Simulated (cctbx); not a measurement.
# Accept or mend?

Cell a = 8.8610 Å, b = 8.8610 Å, c = 6.4880 Å, α = 90.00°, β = 90.00°, γ = 90.00°; space group P4/mbm (no. 127). The compound is Sm2Ga10Fe3.

Simulated single-crystal data (cctbx): Mo Kα, λ = 0.71073 Å, to d = 0.77 Å, 80 % of the full sphere, strongest reflection 20000 counts, noise from counting, a 4 % proportional error and a noise floor of 4 counts (s.d.); no absorption.

An anisotropic refinement with weights 1/σ² prints:

```text
Rint 0.043, 353 unique reflections to 0.77 A
cycle     R1     wR2    GooF  max shift (A)
   1  0.0430  0.1075   4.614   0.00149
   2  0.0180  0.0426   1.826   0.00000
final R1 0.0180 wR2 0.0426 GooF 1.826  parameters 23  data/parameter 15.3
atom        x        y        z      Ueq    occ   su(xyz)  su(Uiso or U11)
Sm1    0.31491  0.81491  0.00000   0.0095  1.000  0.00003  0.0002
Ga1    0.28916  0.55943  0.29740   0.0281  1.000  0.00010  0.0003
Ga2    0.00000  0.50000  0.71888   0.0185  1.000  0.00016  0.0003
V1     0.50000  0.50000  0.00000   0.0176  1.000  0.00000  0.0006
Fe1    0.67830  0.17830  0.50000   0.0236  1.000  0.00011  0.0004
difference map: max 2.67 min -0.58 rms 0.22
Q1    0.0000  0.0000  0.0546    4    2.67  0.35 A from V1
Q2    0.0046  0.4332  0.0000    8    0.74  1.91 A from Sm1
Q3    0.0606  0.5606  0.3980    8    0.50  1.07 A from Ga2
Q4    0.2334  0.7334  0.0000    4    0.50  1.02 A from Sm1
Q5    0.1490  0.8351  0.3342   16    0.49  0.92 A from Ga1
Q6    0.1191  0.6191  0.4021    8    0.41  1.69 A from Ga2
```

**Question.** Can this result stand? If not, what is the likely fault?

Mend it. The fault: wrong element: V1 is Fe. Against the right model at the same level, R1 goes from 0.0110 to 0.0180 and GooF from 0.98 to 1.83, U of V1 shrinks from 0.0266 to 0.0176 Å² and the top difference peak, 2.7 e/Å³, lies 0.35 Å from V1. V1 has 3 electrons too few and its U shrinks to make up, as expected.

The compound is Sm2Ga10Fe3. The right model at the same level gives:

```text
Rint 0.043, 353 unique reflections to 0.77 A
cycle     R1     wR2    GooF  max shift (A)
   1  0.0333  0.0874   3.751   0.00147
   2  0.0110  0.0229   0.983   0.00000
final R1 0.0110 wR2 0.0229 GooF 0.983  parameters 23  data/parameter 15.3
atom        x        y        z      Ueq    occ   su(xyz)  su(Uiso or U11)
Sm1    0.31491  0.81491  0.00000   0.0095  1.000  0.00002  0.0001
Ga1    0.28915  0.55943  0.29742   0.0280  1.000  0.00005  0.0002
Ga2    0.00000  0.50000  0.71890   0.0184  1.000  0.00009  0.0002
Fe1    0.50000  0.50000  0.00000   0.0266  1.000  0.00000  0.0003
Fe2    0.67835  0.17835  0.50000   0.0237  1.000  0.00006  0.0002
difference map: max 0.56 min -0.69 rms 0.14
Q1    0.0187  0.4171  0.0000    8    0.56  1.73 A from Sm1
Q2    0.0940  0.5940  0.3988    8    0.46  1.40 A from Ga2
Q3    0.0149  0.5675  0.3879   16    0.44  0.92 A from Ga2
Q4    0.0521  0.5521  0.0000    4    0.40  1.94 A from Ga2
Q5    0.0000  0.5000  0.0746    4    0.40  1.34 A from Ga2
Q6    0.1287  0.3713  0.0000    4    0.37  0.71 A from Sm1
```

The model was made for the exercise: a known structure type with other elements put in, its volume estimated, not relaxed; displacement parameters are assumed.

[Middle refinement cycles are left out of these outputs.]

[Logs are printed without paths, hosts, clocks, repeated set-up lines and the standing remarks that a program may print on its own settings, such as how far it seeks lower states.]
